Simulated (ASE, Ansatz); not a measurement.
# Random bcc (Ta, V, W, Nb) solid solution (432 atoms): support functions against a reference, part 2 of 2

Wanted: errors and times of a linear-scaling basis for random bcc (Ta, V, W, Nb) solid solution (432 atoms). A setting counts as converged where the r.m.s. difference of forces stays under 1 % of the r.m.s. force.

Ansatz 0.2.0; Kohn-Sham DFT, PBE, PAW (set soft_2), plane waves.

The cell: 97 Ta, 86 V, 132 Nb and 117 W. The host structure and its lattice constant were typed by rule, without a check against the phase diagram. The Brillouin zone is sampled at Γ only, in a cell whose shortest periodic width is 19 Å. Spin–orbit coupling is left out.

So far. Step 4 (Support functions medium): Forces differ from the reference by 1.0 meV/Å r.m.s., 0.21 % of their size, well within a tolerance of 1 %; the energy by -0.80 meV/atom. Step 5 (Support functions high): Forces differ from the reference by 0.21 meV/Å r.m.s., 0.045 % of their size, well within a tolerance of 1 %; the energy by -1.3 meV/atom. It took roughly 3.8 times the reference's time (one timing each, with unlike analyses asked), in 32 cycles against 9.

## (6) Support functions medium, radius 3.1 Å

The radius confines each support function; a larger one gives more freedom and more work per atom.

This step: Kohn-Sham DFT, PBE, PAW (set soft_2), localised support functions (medium) (Ansatz 0.2.0).

The input, input.yaml:

```yaml
crystal:
  lattice:
    - [19.29, 0.0, 0.0]
    - [0.0, 19.29, 0.0]
    - [0.0, 0.0, 19.29]
  atoms:
    [... the 432 atom lines of step 2 ...]
kpoints:
  mp_grid: { grid: [1, 1, 1] }
hamiltonian:
  xc: pbe
scf:
  occupations: { method: fermi_dirac, width: 0.1 }
  eigensolver: { kind: { support_functions: { accuracy: medium, radius: 3.1 } } }
  max_iter: 150
output:
  forces: true
  eigenvalues: true
```

Started as:

```sh
ansatz run input.yaml --threads 32 --pin off --max-ram 143360MiB --backend cuda --events-out ev --progress --plain --runs-dir out
```

Output:

```text
Warning: scf.eigensolver.kind.support_functions: disabling space-group detection — the functions' gradient is summed over unrotated k-points, so no spatial operation reduces the k-mesh or symmetrises the density; time reversal is kept, so that k and −k are solved as one point where they differ and the mesh holds both, and exact exchange and, on two spinor components, a DFT+U term hold to it where the run has them: [...]
settings of this run that can trade accuracy for cost: scf.eigensolver.kind.support_functions [...]
Engine: ansatz 0.2.0, aarch64-unknown-linux-gnu
Pseudopotentials: kind: paw
Pseudopotential: Ta, paw, valence charge 13, recommended cutoff 420 eV (normal), Ta.paw.azcp
Pseudopotential: V, paw, valence charge 13, recommended cutoff 420 eV (normal), V.paw.azcp
Pseudopotential: Nb, paw, valence charge 13, recommended cutoff 420 eV (normal), Nb.paw.azcp
Pseudopotential: W, paw, valence charge 14, recommended cutoff 420 eV (normal), W.paw.azcp
[... 5 lines on functional and potentials left out ...]
device memory: the entry about to start is reckoned to put 1.7 GiB on a device that reports 182.5 GiB free
Error: SCF: the radius of support functions is under 3.69 Å, the least for these sites at the functions' level (scf.eigensolver.kind.support_functions.accuracy). Use scf.eigensolver.kind: auto, or type scf.eigensolver.kind.support_functions.radius at least as long, [...]
```

The job ended after 1.6 s (1 × NVIDIA GB200 with 32 threads of Arm Neoverse V2, shared host; peak memory 0.99 GiB).

That memory is the host's; the program planned up to 1.7 GiB on the GPU.

The program refuses radii under 3.69 Å for these atoms at this level.

## (7) Support functions medium, radius 3.41 Å

The radius confines each support function; a larger one gives more freedom and more work per atom.

input.yaml, the sections that differ from step 6:

```yaml
scf:
  occupations: { method: fermi_dirac, width: 0.1 }
  eigensolver: { kind: { support_functions: { accuracy: medium, radius: 3.41 } } }
  max_iter: 150
# crystal, kpoints, hamiltonian, output: as in step 6
```

Output:

```text
Warning: scf.eigensolver.kind.support_functions: disabling space-group detection — the functions' gradient is summed over unrotated k-points, so no spatial operation reduces the k-mesh or symmetrises the density; time reversal is kept, so that k and −k are solved as one point where they differ and the mesh holds both, and exact exchange and, on two spinor components, a DFT+U term hold to it where the run has them: [...]
settings of this run that can trade accuracy for cost: scf.eigensolver.kind.support_functions [...]
Engine: ansatz 0.2.0, aarch64-unknown-linux-gnu
Pseudopotentials: kind: paw
Pseudopotential: Ta, paw, valence charge 13, recommended cutoff 420 eV (normal), Ta.paw.azcp
Pseudopotential: V, paw, valence charge 13, recommended cutoff 420 eV (normal), V.paw.azcp
Pseudopotential: Nb, paw, valence charge 13, recommended cutoff 420 eV (normal), Nb.paw.azcp
Pseudopotential: W, paw, valence charge 14, recommended cutoff 420 eV (normal), W.paw.azcp
[... 5 lines on functional and potentials left out ...]
device memory: the entry about to start is reckoned to put 1.7 GiB on a device that reports 182.5 GiB free
Error: SCF: the radius of support functions is under 3.69 Å, the least for these sites at the functions' level (scf.eigensolver.kind.support_functions.accuracy). Use scf.eigensolver.kind: auto, or type scf.eigensolver.kind.support_functions.radius at least as long, [...]
```

Run time: 1.6 s. Hardware: 1 × NVIDIA GB200 with 32 threads; peak memory 0.99 GiB.

That memory is the host's; the program planned up to 1.7 GiB on the GPU.

The program refuses radii under 3.69 Å for these atoms at this level.

## (8) Support functions medium, radius 3.64 Å

The radius confines each support function; a larger one gives more freedom and more work per atom.

input.yaml, the sections that differ from step 7:

```yaml
scf:
  occupations: { method: fermi_dirac, width: 0.1 }
  eigensolver: { kind: { support_functions: { accuracy: medium, radius: 3.64 } } }
  max_iter: 150
# crystal, kpoints, hamiltonian, output: as in step 7
```

Output:

```text
Warning: scf.eigensolver.kind.support_functions: disabling space-group detection — the functions' gradient is summed over unrotated k-points, so no spatial operation reduces the k-mesh or symmetrises the density; time reversal is kept, so that k and −k are solved as one point where they differ and the mesh holds both, and exact exchange and, on two spinor components, a DFT+U term hold to it where the run has them: [...]
settings of this run that can trade accuracy for cost: scf.eigensolver.kind.support_functions [...]
Engine: ansatz 0.2.0, aarch64-unknown-linux-gnu
Pseudopotentials: kind: paw
Pseudopotential: Ta, paw, valence charge 13, recommended cutoff 420 eV (normal), Ta.paw.azcp
Pseudopotential: V, paw, valence charge 13, recommended cutoff 420 eV (normal), V.paw.azcp
Pseudopotential: Nb, paw, valence charge 13, recommended cutoff 420 eV (normal), Nb.paw.azcp
Pseudopotential: W, paw, valence charge 14, recommended cutoff 420 eV (normal), W.paw.azcp
[... 5 lines on functional and potentials left out ...]
device memory: the entry about to start is reckoned to put 1.7 GiB on a device that reports 182.5 GiB free
Error: SCF: the radius of support functions is under 3.69 Å, the least for these sites at the functions' level (scf.eigensolver.kind.support_functions.accuracy). Use scf.eigensolver.kind: auto, or type scf.eigensolver.kind.support_functions.radius at least as long, [...]
```

The job ended after 1.7 s (1 × NVIDIA GB200 with 32 threads; peak memory 1 GiB; 10 s of CPU time).

That memory is the host's; the program planned up to 1.7 GiB on the GPU.

The program refuses radii under 3.69 Å for these atoms at this level.

## (9) A changed input

The input is spoilt on purpose; the run shows how that looks.

input.yaml, the sections that differ from step 8:

```yaml
scf:
  occupations: { method: fermi_dirac, width: 0.1 }
  eigensolver: { kind: { support_functions: { accuracy: medium, radius: 2.0 } } }
  max_iter: 50
output:
  forces: true
# crystal, kpoints, hamiltonian: as in step 8
```

Output:

```text
Warning: scf.eigensolver.kind.support_functions: disabling space-group detection — the functions' gradient is summed over unrotated k-points, so no spatial operation reduces the k-mesh or symmetrises the density; time reversal is kept, so that k and −k are solved as one point where they differ and the mesh holds both, and exact exchange and, on two spinor components, a DFT+U term hold to it where the run has them: [...]
settings of this run that can trade accuracy for cost: scf.eigensolver.kind.support_functions [...]
Engine: ansatz 0.2.0, aarch64-unknown-linux-gnu
Pseudopotentials: kind: paw
Pseudopotential: Ta, paw, valence charge 13, recommended cutoff 420 eV (normal), Ta.paw.azcp
Pseudopotential: V, paw, valence charge 13, recommended cutoff 420 eV (normal), V.paw.azcp
Pseudopotential: Nb, paw, valence charge 13, recommended cutoff 420 eV (normal), Nb.paw.azcp
Pseudopotential: W, paw, valence charge 14, recommended cutoff 420 eV (normal), W.paw.azcp
[... 5 lines on functional and potentials left out ...]
device memory: the entry about to start is reckoned to put 1.7 GiB on a device that reports 182.5 GiB free
Error: SCF: the radius of support functions is under 3.69 Å, the least for these sites at the functions' level (scf.eigensolver.kind.support_functions.accuracy). Use scf.eigensolver.kind: auto, or type scf.eigensolver.kind.support_functions.radius at least as long, [...]
```

Elapsed: 1.6 s, on 1 × NVIDIA GB200 with 32 threads; peak memory 1.1 GiB; 10 s of CPU time.

That memory is the host's; the program planned up to 1.7 GiB on the GPU.

The program refuses radii under 3.69 Å for these atoms at this level.

## (10) Cost against change

Each row is set against the plane-wave reference (Kohn-Sham DFT, PBE, PAW (set soft_2), plane waves; r.m.s. force component 0.476 eV/Å). Energies are set beside the reference only for runs with its functional, potentials and electron count. Times are for 1 × NVIDIA GB200 with 32 threads of Arm Neoverse V2, shared host. The reference's time includes the DOS, ELF, the stress and grids, which some other runs skip.

```
                     run  Δ force, r.m.s. (meV/Å)  share of r.m.s. force (%)  Δ energy (meV/atom)  cycles  time  host memory (GiB)  planned on the GPU (GiB)
               reference                        -                          -                    -       9  20 s                6.8                        49
   support functions low                     1.09                      0.229               -0.797      15  22 s                2.3                        17
support functions medium                     1.01                      0.212               -0.802      16  25 s                2.4                        17
support functions high ¶                    0.215                     0.0452                -1.26      32  74 s                3.2                        40
```

¶ The program warns that the support functions of this run were not fully converged.

## (11) What the reference run shows

With the settings judged, the reference run is read for its physics.

Length of the force by element and coordination:

| element | coordination | atoms | mean length of the force (eV/Å) | spread | least | most |
| --- | --- | --- | --- | --- | --- | --- |
| Nb | all | 132 | 0.759 | 0.289 | 0.154 | 1.41 |
| Ta | all | 97 | 0.905 | 0.293 | 0.338 | 1.79 |
| V | all | 86 | 0.576 | 0.190 | 0.136 | 1.14 |
| W | all | 117 | 0.806 | 0.301 | 0.214 | 1.70 |

Intrinsic-atomic-orbital charges by element and coordination:

```csv
element,coordination,atoms,mean charge (e),spread,least,most
Nb,all,132,-0.247,0.0377,-0.346,-0.147
Ta,all,97,0.0127,0.0375,-0.0756,0.0997
V,all,86,0.281,0.0355,0.201,0.350
W,all,117,0.0618,0.0444,-0.0501,0.193
```

Density of states as counts of states in windows of 1 eV (from the Fermi level), total and some projections:

```
from (eV)  to (eV)  total   Nb d   Ta d
      -14       -8    0.0    0.0    0.0
       -8       -7    7.0    0.0    0.0
       -7       -6   34.4    0.6    0.4
       -6       -5   56.2    3.4    2.3
       -5       -4  161.8   27.7   19.3
       -4       -3  395.2   99.1   69.8
       -3       -2  401.5  111.5   74.7
       -2       -1  575.6  168.5  110.5
       -1        0  660.7  167.2  114.6
        0        1  273.3   62.8   44.4
        1        2  350.2   70.8   43.3
```

Not all projections were asked for or kept, so they needn't add up to the total.

The levels nearest the highest filled one (over half full), pooled over k-points and spins:

```
level less the highest filled one (eV)  occupation
                               -0.0157        1.08
                               -0.0095        1.05
                               -0.0081        1.04
                               -0.0053        1.03
                               -0.0035        1.02
                                     0        1.00
                                0.0042       0.981
                                0.0062       0.971
                                0.0144        0.93
                                 0.015       0.927
                                0.0187       0.909
                                0.0237       0.884
```

Mean intrinsic-atomic-orbital charges: Nb -0.25, Ta +0.01, V +0.28, W +0.06 e. Among metals such projection charges depend strongly on the orbitals used and are no measure of ionicity.

## (12) Local order

Bonds and neighbours are counted at the geometry of the runs.

Density 12.9 g/cm³, 16.62 Å³ an atom.

g(r), total and by pair (bins of 0.2 Å):

```csv
r (Å),total,Nb-Nb,Nb-W,Nb-Ta,Nb-V,W-W,W-Ta
2.60,0.02,0.00,0.03,0.00,0.00,0.06,0.04
2.80,6.80,6.97,6.43,7.05,6.82,7.10,6.33
3.00,0.00,0.00,0.00,0.00,0.00,0.00,0.00
3.20,3.83,4.12,3.76,4.02,3.31,3.75,3.70
3.40,0.00,0.00,0.00,0.00,0.00,0.00,0.00
3.60,0.00,0.00,0.00,0.00,0.00,0.00,0.00
3.80,0.00,0.00,0.00,0.00,0.00,0.00,0.00
4.00,0.00,0.00,0.00,0.00,0.00,0.00,0.00
4.20,0.00,0.00,0.00,0.00,0.00,0.00,0.00
4.40,0.22,0.21,0.24,0.16,0.28,0.21,0.24
4.60,3.62,3.63,3.55,3.87,3.43,3.46,3.65
4.80,0.00,0.00,0.00,0.00,0.00,0.00,0.00
5.00,0.00,0.00,0.00,0.00,0.00,0.00,0.00
5.20,0.79,0.91,0.79,0.83,0.76,0.60,0.84
5.40,4.81,4.45,4.78,4.95,5.01,5.22,4.75
5.60,1.69,1.71,1.71,1.76,1.58,1.61,1.62
5.80,0.00,0.00,0.00,0.00,0.00,0.00,0.00
6.00,0.00,0.00,0.00,0.00,0.00,0.00,0.00
6.20,0.00,0.00,0.00,0.00,0.00,0.00,0.00
6.40,0.95,1.01,0.88,0.99,0.92,1.09,0.89
6.60,0.01,0.02,0.00,0.00,0.01,0.01,0.00
6.80,0.00,0.00,0.00,0.00,0.00,0.00,0.00
7.00,3.23,3.19,3.27,3.16,3.32,3.04,3.34
7.20,3.07,3.08,3.04,3.10,3.08,3.24,3.13
7.40,0.00,0.00,0.00,0.00,0.00,0.00,0.00
7.60,0.00,0.00,0.00,0.00,0.00,0.00,0.00
7.80,2.07,2.04,2.18,2.00,2.01,2.01,2.04
```

A closer look about Ta264, which bears the longest force: 9 atoms, nearest first, numbered in the order of the input, with positions taken from that point.

```
 atom      x      y      z  distance (Å)  intrinsic-atomic-orbital charge (e)     Fx     Fy  Fz (eV/Å)
Ta264   0.00   0.00   0.00          0.00                                 0.03  -0.12  -1.59      -0.82
Ta337   1.61   1.54   1.54          2.71                                 0.01  -0.22   0.14       0.84
Nb265  -1.63   1.54   1.55          2.73                                -0.20  -0.12   0.47       0.89
Ta347   1.56   1.56  -1.65          2.75                                 0.01   0.44  -0.32      -0.37
 V325   1.62  -1.62   1.57          2.77                                 0.29  -0.49  -0.47       0.39
Nb275  -1.64   1.57  -1.65          2.80                                -0.20   0.38  -0.19      -0.43
 W335   1.61  -1.66  -1.61          2.82                                 0.01  -0.52  -0.19      -1.10
Nb253  -1.65  -1.66   1.58          2.82                                -0.25   1.03  -0.23      -0.13
 W263  -1.63  -1.62  -1.65          2.83                                 0.10   0.60  -0.70      -0.27
```

## (13) Results

| Property | Result |
| --- | --- |
| free energy per atom | -7013.4689 eV/atom |
| density | 12.89 g/cm³ |
| pressure | 1.328 GPa |
| r.m.s. force component | 0.4756 eV/Å |
| wall time of the 4 DFT runs | 2.4 min |

Against plane waves at 420 eV, the forces differ by 1.0 meV/Å (0.21 %) with support functions medium, and by 0.21 meV/Å in the closest run (support functions high, whose functions were not fully converged). Differences between support functions and plane waves include what basis error the plane-wave run still has.

192 levels are partly filled, by over 2 % (at Γ alone), as in a metal.

What to keep in mind: The geometry was built by rule, was displaced at random and isn't relaxed at this level: its force components are 0.48 eV/Å r.m.s.

[Long decimals in the printed logs are rounded to 6 places.]

[Logs are printed without paths, hosts, clocks, repeated set-up lines and the standing remarks that a program may print on its own settings, such as how far it seeks lower states.]

[Hosts, paths, dates, database ids (printed as entryN), source tags and the programs' standing remarks are cut or masked in the printed files.]
